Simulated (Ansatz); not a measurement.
# HfC (Fm-3m) under uniaxial strain along [001]

Wanted: the shifts of the zone-centre modes of HfC (Fm-3m) with strain.

Method: DFT LDA, scalar-relativistic, plane waves, PAW; PAW set soft_1, in Ansatz 0.2.0.

Report form: the programs' logs are mostly left out.

The database entry behind the starting cell differs from later determinations by our own check (about 0.2 % long), so it need not match the best structure at ambient conditions.

## 1. Set-up

The structure is cubic, space group Fm-3m (No. 225). Conventional cell: a = 4.650 Å, b = 4.650 Å, c = 4.650 Å, α = 90.00°, β = 90.00°, γ = 90.00°. Nearest to C lie 6 Hf at 2.33 Å. Nearest to Hf lie 6 C at 2.33 Å. Farther neighbours are not listed.

As a file:

```cif
data_structure
_symmetry_space_group_name_H-M 'P 1'
_symmetry_Int_Tables_number 1
_cell_length_a 3.2880
_cell_length_b 3.2880
_cell_length_c 3.2880
_cell_angle_alpha 60.000
_cell_angle_beta 60.000
_cell_angle_gamma 60.000
_cell_volume 25.14
loop_
_atom_site_label
_atom_site_type_symbol
_atom_site_fract_x
_atom_site_fract_y
_atom_site_fract_z
_atom_site_occupancy
C1 C 0.00000 0.00000 0.00000 1
Hf2 Hf 0.50000 0.50000 0.50000 1
```

## 2. A rough relaxation first

The start is far from rest, so a relaxation with loose tolerances brings it close first.

input.yaml reads:

```yaml
crystal:
  lattice:
    - [0.0, 2.325, 2.325]
    - [2.325, 0.0, 2.325]
    - [2.325, 2.325, 0.0]
  atoms:
    - { symbol: C, position: [0.0, 0.0, 0.0] }
    - { symbol: Hf, position: [0.5, 0.5, 0.5] }
kpoints:
  mp_grid: { grid: [8, 8, 8] }
hamiltonian:
  xc: lda
  pseudopotentials: { kind: paw, azcp: { folder: soft_1 }, xc_functional: pbe }
scf:
  occupations: { method: gaussian, width: 0.1 }
output:
  forces: true
  stress: true
  eigenvalues: true
relax:
  adjacent_minimum: "off"
  f_tol: 0.05
  max_steps: 80
  cell: { stress_tol: 0.5 }
```

Run with:

```
ansatz run input.yaml --threads 4 --pin off --max-ram 10240MiB --backend cpu --events-out ev --progress --plain --runs-dir out
```

The job ended after 2 s (4 threads of Arm Neoverse V1, shared host; peak memory 0.3 GiB).

Step by step:

```tsv
step	energy less that of the first step (eV)	largest force component (eV/Å)	pressure (GPa)	volume (Å³)
1	0.0000	0.0000	-11.88	25.14
2	-0.0189	0.0000	11.16	22.99
3	-0.0486	0.0000	-0.76	23.98
4	-0.0489	0.0000	-0.04	23.91
5*	-0.0476	0.0000	-0.11	23.91
```

Relaxation steps marked * repeat the geometry before them on a plane-wave basis chosen anew for their cell, so energy and pressure can jump there.

Forces are held to the 48 operations that the run works with; a distortion that breaks them can't arise in this run.

```tsv
conventional cell, symmetrised	before	after	change
a (Å)	4.650	4.573	-1.6 %
b (Å)	4.650	4.573	-1.6 %
c (Å)	4.650	4.573	-1.6 %
volume (Å³/atom)	12.57	11.96	-4.9 %
```

The relaxed structure:

```cif
data_structure
_symmetry_space_group_name_H-M 'P 1'
_symmetry_Int_Tables_number 1
_cell_length_a 3.2339
_cell_length_b 3.2339
_cell_length_c 3.2339
_cell_angle_alpha 60.000
_cell_angle_beta 60.000
_cell_angle_gamma 60.000
_cell_volume 23.91
loop_
_atom_site_label
_atom_site_type_symbol
_atom_site_fract_x
_atom_site_fract_y
_atom_site_fract_z
_atom_site_occupancy
C1 C 0.00000 0.00000 0.00000 1
Hf2 Hf 0.50000 0.50000 0.50000 1
```

Numbers from this step:

```yaml
pressure: -0.1068 GPa
volume_per_atom: 11.96 Å³
gap_on_the_k_mesh: 0 eV
```

In this step the volume went from 12.57 to 11.96 Å³/atom.

## 3. Bringing the structure to rest

The cell and atoms are relaxed, since residual forces and stress would shift the frequencies.

input.yaml, the sections that differ from step 2:

```yaml
crystal:
  lattice:
    - [0.0, 2.2866954253, 2.2866954253]
    - [2.2866954253, 0.0, 2.2866954253]
    - [2.2866954253, 2.2866954253, 0.0]
  atoms:
    - { symbol: C, position: [0.0, 0.0, 0.0] }
    - { symbol: Hf, position: [0.5, 0.5, 0.5] }
kpoints:
  mp_grid: { grid: [16, 16, 16] }
relax:
  adjacent_minimum: "off"
  f_tol: 0.005
  max_steps: 80
  cell: { stress_tol: 0.05 }
# hamiltonian, scf, output: as in step 2
```

Elapsed: 4.9 s, on 4 threads; peak memory 0.37 GiB; 18 s of CPU time.

Little changed from the start: no atom moved by 0.005 Å and no cell edge by 0.1 %.

Numbers from this step:

* pressure: -9.57e-4 GPa
* volume per atom: 11.95 Å³

In this step the volume went from 11.96 to 11.95 Å³/atom.

## 4. Tight relaxation

Phonons need small forces and stress, so the relaxation is finished with tight tolerances on 16×16×16 k points.

input.yaml, the sections that differ from step 3:

```yaml
crystal:
  lattice:
    - [0.0, 2.2863725979, 2.2863725979]
    - [2.2863725979, 0.0, 2.2863725979]
    - [2.2863725979, 2.2863725979, 0.0]
  atoms:
    - { symbol: C, position: [0.0, 0.0, 0.0] }
    - { symbol: Hf, position: [0.5, 0.5, 0.5] }
scf:
  occupations: { method: methfessel_paxton, width: 0.2 }
relax:
  adjacent_minimum: "off"
  f_tol: 0.001
  max_steps: 60
  cell: { stress_tol: 0.01 }
# kpoints, hamiltonian, output: as in step 3
```

Elapsed: 2.9 s, on 4 threads; peak memory 0.37 GiB.

Little changed from the start: no atom moved by 0.005 Å and no cell edge by 0.1 %.

This step gave:

- pressure: 0.007896 GPa

The forces vanish by symmetry and the pressure is 0.008 GPa, within the tolerances set. The cell now holds 11.95 Å³/atom.

## 5. Zone-centre response at rest

The force constants come from the linear response of the density to a displacement.

The modes at rest are the reference of the series.

input.yaml: that of step 4 with these lines changed.

```diff
@@ -16,9 +16,4 @@
 output:
-  forces: true
-  stress: true
   eigenvalues: true
-relax:
-  adjacent_minimum: "off"
-  f_tol: 0.001
-  max_steps: 60
-  cell: { stress_tol: 0.01 }
+phonons:
+  method: dfpt
```

Wall time 15 s (4 threads); peak memory 0.76 GiB; 53 s of CPU time.

Numbers from this step:

```yaml
sum_rule_residual_before_enforcement: 1.53e-4 eV/Å²
point_group: m-3m
highest_optical_mode_at_the_zone_centre_no_lo_to_term: 462.3 cm⁻¹
lowest_optical_zone_centre_mode: 462.3 cm⁻¹
```

Patterns of degenerate modes are one choice out of their space. Modes at Γ, with each element's share of the kinetic energy:

```tsv
mode	frequency (cm⁻¹)	symmetry	C %	Hf %
1	0.0	acoustic	6	94
2	0.0	acoustic	6	94
3	0.0	acoustic	6	94
4	462.3	T1u	94	6
5	462.3	T1u	94	6
6	462.3	T1u	94	6
```

Displacements in mode 5 (462.3 cm⁻¹), the largest set to 1:
```
C1   0.00  0.00  1.00
Hf2  0.00  0.00 -0.07
```

Before it was imposed, the acoustic sum rule was missed by 1.5e-4 eV/Å². Small misses are needed for a sound result but don't prove that mesh and cutoff are converged. The lowest optical mode is real, 462 cm⁻¹.

## 6. Relaxation of a member: uniaxial strain of +4 % along [001]

The cell takes a uniaxial strain of +4 % along [001]. The strained length and the angles are held, while the rest of the cell and the atoms relax.

input.yaml, the sections that differ from step 5:

```yaml
crystal:
  lattice:
    - [0.0, 2.2759501893, 2.3778275019]
    - [2.2759501893, 0.0, 2.3778275019]
    - [2.2759501893, 2.2759501893, 0.0]
  atoms:
    - { symbol: C, position: [0.0, 0.0, 0.0] }
    - { symbol: Hf, position: [0.5, 0.5, 0.5] }
  conventional_axes: [[-1, 1, 1], [1, -1, 1], [1, 1, -1]]
output:
  forces: true
  stress: true
  eigenvalues: true
relax:
  adjacent_minimum: "off"
  f_tol: 0.001
  max_steps: 60
  cell: { stress_tol: 0.01, fix: [c, angles] }
# kpoints, hamiltonian, scf: as in step 5
# phonons: removed
```

It took 11 s on 4 threads; peak memory 0.46 GiB.

Step by step:

```tsv
step	energy less that of the first step (eV)	largest force component (eV/Å)	pressure (GPa)	volume (Å³)
1	0.0000	0.0000	-6.51	24.63
2	-0.0003	0.0000	-5.49	24.54
3	-0.0003	0.0000	-5.80	24.57
4*	-0.0002	0.0000	-5.80	24.57
```

Relaxation steps marked * repeat the geometry before them on a plane-wave basis chosen anew for their cell, so energy and pressure can jump there.

Forces are held to the 16 operations that the run works with; a distortion that breaks them can't arise in this run.

```tsv
conventional cell, symmetrised	before	after	change
a (Å)	3.219	3.214	-0.1 %
b (Å)	3.219	3.214	-0.1 %
c (Å)	4.756	4.756	+0.0 %
volume (Å³/atom)	12.32	12.28	-0.3 %
```

Final coordinates:

```
C Hf
1.0
     0.00000    2.27278    2.37783
     2.27278    0.00000    2.37783
     2.27278    2.27278    0.00000
C Hf
1 1
Direct
  0.00000 0.00000 0.00000
  0.50000 0.50000 0.50000
```

This step gave:

```
pressure        : -5.803 GPa
volume per atom : 12.28 Å³
```

The forces vanish by symmetry.

## 7. Zone-centre modes of the member: uniaxial strain of +4 % along [001]

The zone-centre modes follow for uniaxial strain of +4 % along [001].

input.yaml, the sections that differ from step 6:

```yaml
crystal:
  lattice:
    - [0.0, 2.2727794986, 2.3778275019]
    - [2.2727794986, 0.0, 2.3778275019]
    - [2.2727794986, 2.2727794986, 0.0]
  atoms:
    - { symbol: C, position: [0.0, 0.0, 0.0] }
    - { symbol: Hf, position: [0.5, 0.5, 0.5] }
output:
  eigenvalues: true
phonons:
  method: dfpt
# kpoints, hamiltonian, scf: as in step 6
# relax: removed
```

The job ended after 37 s (4 threads; peak memory 1.1 GiB).

This step gave:

* sum-rule residual before enforcement: 4.47e-5 eV/Å²
* point group: 4/mmm
* highest optical mode at the zone centre (no LO-TO term): 478.2 cm⁻¹
* lowest optical zone-centre mode: 351.1 cm⁻¹

Patterns of degenerate modes are one choice out of their space. The modes at Γ (shares of kinetic energy by element, %):

```tsv
mode	frequency (cm⁻¹)	symmetry	C %	Hf %
1	0.0	acoustic	6	94
2	0.0	acoustic	6	94
3	0.0	acoustic	6	94
4	351.1	A2u	94	6
5	478.2	Eu	94	6
6	478.2	Eu	94	6
```

Displacements in mode 4 (351.1 cm⁻¹), the largest set to 1:
```
C1   0.00  0.00  1.00
Hf2  0.00  0.00 -0.07
```

Displacements in mode 5 (478.2 cm⁻¹), the largest set to 1:
```
C1   0.00  1.00  0.00
Hf2  0.00 -0.07  0.00
```

The lowest optical mode is real, 351 cm⁻¹, and the highest lies at 478.2 cm⁻¹.

Between step 5 and this run (strain 4 %) the value for the highest optical mode at the zone centre (no LO-TO term) moves from 462 cm⁻¹ to 478 cm⁻¹ (+3 %).

## 8. Relaxation of a member: uniaxial strain of -4 % along [001]

The cell takes a uniaxial strain of -4 % along [001]. The strained length and the angles are held, while the rest of the cell and the atoms relax.

input.yaml, the sections that differ from step 7:

```yaml
crystal:
  lattice:
    - [0.0, 2.2979538536, 2.1949176939]
    - [2.2979538536, 0.0, 2.1949176939]
    - [2.2979538536, 2.2979538536, 0.0]
  atoms:
    - { symbol: C, position: [0.0, 0.0, 0.0] }
    - { symbol: Hf, position: [0.5, 0.5, 0.5] }
  conventional_axes: [[-1, 1, 1], [1, -1, 1], [1, 1, -1]]
output:
  forces: true
  stress: true
  eigenvalues: true
relax:
  adjacent_minimum: "off"
  f_tol: 0.001
  max_steps: 60
  cell: { stress_tol: 0.01, fix: [c, angles] }
# kpoints, hamiltonian, scf: as in step 7
# phonons: removed
```

Wall time 10 s (4 threads); peak memory 0.45 GiB; 39 s of CPU time.

Relaxation path:

```tsv
step	energy less that of the first step (eV)	largest force component (eV/Å)	pressure (GPa)	volume (Å³)
1	0.0000	0.0000	9.60	23.18
2	-0.0001	0.0000	8.27	23.30
3	-0.0002	0.0000	8.65	23.26
4*	-0.0003	0.0000	8.66	23.26
```

Relaxation steps marked * repeat the geometry before them on a plane-wave basis chosen anew for their cell, so energy and pressure can jump there.

The run keeps the 16 symmetry operations that it works with, so distortions that break them were not tested.

```tsv
conventional cell, symmetrised	before	after	change
a (Å)	3.250	3.255	+0.2 %
b (Å)	3.250	3.255	+0.2 %
c (Å)	4.390	4.390	-0.0 %
volume (Å³/atom)	11.59	11.63	+0.4 %
```

Final coordinates:

```xyz
2
Lattice="0.0000 2.3020 2.1949 2.3020 0.0000 2.1949 2.3020 2.3020 0.0000" Properties=species:S:1:pos:R:3 pbc="T T T"
C     0.0000    0.0000    0.0000
Hf    2.3020    2.3020    2.1949
```

Numbers from this step:

```yaml
pressure: 8.656 GPa
volume_per_atom: 11.63 Å³
```

The forces vanish by symmetry.

The cell grew by 0.4 % in volume.

## 9. Modes of this member: uniaxial strain of -4 % along [001]

The zone-centre modes follow for uniaxial strain of -4 % along [001].

input.yaml, the sections that differ from step 8:

```yaml
crystal:
  lattice:
    - [0.0, 2.3019836568, 2.1949176939]
    - [2.3019836568, 0.0, 2.1949176939]
    - [2.3019836568, 2.3019836568, 0.0]
  atoms:
    - { symbol: C, position: [0.0, 0.0, 0.0] }
    - { symbol: Hf, position: [0.5, 0.5, 0.5] }
output:
  eigenvalues: true
phonons:
  method: dfpt
# kpoints, hamiltonian, scf: as in step 8
# relax: removed
```

Wall time 35 s (4 threads); peak memory 1.1 GiB.

Numbers from this step:

```
sum-rule residual before enforcement                    : 1.55e-5 eV/Å²
highest optical mode at the zone centre (no LO-TO term) : 601.1 cm⁻¹
lowest optical zone-centre mode                         : 429.4 cm⁻¹
```

Patterns of degenerate modes are one choice out of their space. Modes at Γ, with each element's share of the kinetic energy:

```tsv
mode	frequency (cm⁻¹)	symmetry	C %	Hf %
1	0.0	acoustic	6	94
2	0.0	acoustic	6	94
3	0.0	acoustic	6	94
4	429.4	Eu	94	6
5	429.4	Eu	94	6
6	601.1	A2u	94	6
```

The lowest optical mode is real, 429 cm⁻¹, and the highest lies at 601.1 cm⁻¹.

For the highest optical mode at the zone centre (no LO-TO term), step 5 gave 462 cm⁻¹; this run, with strain -4 %, gives 601 cm⁻¹ (+30 %).

## 10. The series together

The members are set side by side, also those not shown above.

Stress is positive in compression; energies are extrapolated to zero smearing, and E0 is that at rest; the edges not held and the atoms are relaxed in each cell; all runs use 16×16×16 k points and Methfessel-Paxton smearing of 0.2 eV. State of the crystal along the series:

```tsv
strain (%)	stress along the axis (GPa)	free strain along [100] (%)	free strain along [010] (%)	E - E0 (meV/atom)
-4	25.96	0.6828	0.6828	36.38
-3	18.5	0.5065	0.5065	19.66
-2	11.69	0.3353	0.3353	8.388
-1	5.549	0.1666	0.1666	2.019
0	0.007896	0	0	0
1	-5.02	-0.1576	-0.1576	1.878
2	-9.58	-0.3105	-0.3105	7.275
3	-13.7	-0.4558	-0.4558	15.87
4	-17.39	-0.5945	-0.5945	27.34
```

Optical modes are counted from below at rest and tracked from member to member by their patterns, and modes that stay within 0.3 cm⁻¹ of each other stand once; labels, where given, are those at rest; the edges not held and the atoms are relaxed in each cell; all runs use 16×16×16 k points and Methfessel-Paxton smearing of 0.2 eV. Optical modes along the series:

```tsv
strain (%)	optical mode 1 T1u, singlet (cm⁻¹)	optical mode 2 T1u, doublet (cm⁻¹)
-4	601.1	429.4
-3	563.6	440.5
-2	527.5	449.4
-1	493.6	456.5
0	462.3	462.3
1	432.8	467.1
2	404.6	471.4
3	377.4	475
4	351.1	478.2
```

Value and slope at zero strain of a cubic (a lower polynomial where under five rows exist) through the rows within 2 % of rest. Slopes at rest:

```tsv
mode	frequency (cm⁻¹)	shift per percent of strain (cm⁻¹)	shift per GPa of compressive stress (cm⁻¹)
optical mode 1 T1u, singlet	462.3	-30.3	5.75
optical mode 2 T1u, doublet	462.3	5.28	-1
```

## 11. Results

```yaml
members: 9
highest_optical_mode_at_the_zone_centre_no_lo_to_term_at_rest: 462.3 cm⁻¹
young_s_modulus_along_001: 527 GPa
optical_mode_1_t1u_singlet_shift_per_percent: -30.30 cm⁻¹
optical_mode_2_t1u_doublet_shift_per_percent: 5.28 cm⁻¹
```

**Reading.** The stress changes by 5.27 GPa for each percent, a Young’s modulus of 527 GPa along [001]. For each percent the free edge responds with -0.16 %. The strain lowers the symmetry: the level at 462.3 cm⁻¹ splits, into 601.1 and 429.4 cm⁻¹ at -4 %. Within 2 % of rest optical mode 2 T1u, doublet bends away from a straight line, so a single slope holds only near rest. The fastest shift in the table of slopes is -30.3 cm⁻¹ for each percent (optical mode 1 T1u, singlet), or 5.8 cm⁻¹ for each GPa of compressive stress. For small strain, the measured shift of a line that Raman or infrared light can see, divided by its slope, estimates the stress, if the state of stress is of this kind. These are harmonic frequencies at zero temperature: anharmonic shifts, linewidths and thermal expansion are left out. Spin-orbit coupling is left out, which can matter for the heavy elements here. With no gap, or one that is small against the smearing, the frequencies hang on the k mesh and the smearing, most of all near Kohn anomalies. The PAW files were made for PBE; the program adapts parts of them to the functional of the run, but their partial waves stay those of PBE, an approximation that was not tested in this session. Only the zone centre was solved, so an instability at another wavevector cannot show here.

[Logs are printed without paths, hosts, clocks, repeated set-up lines and the standing remarks that a program may print on its own settings, such as how far it seeks lower states.]

[Hosts, paths, dates, database ids (printed as entryN), source tags and the programs' standing remarks are cut or masked in the printed files.]
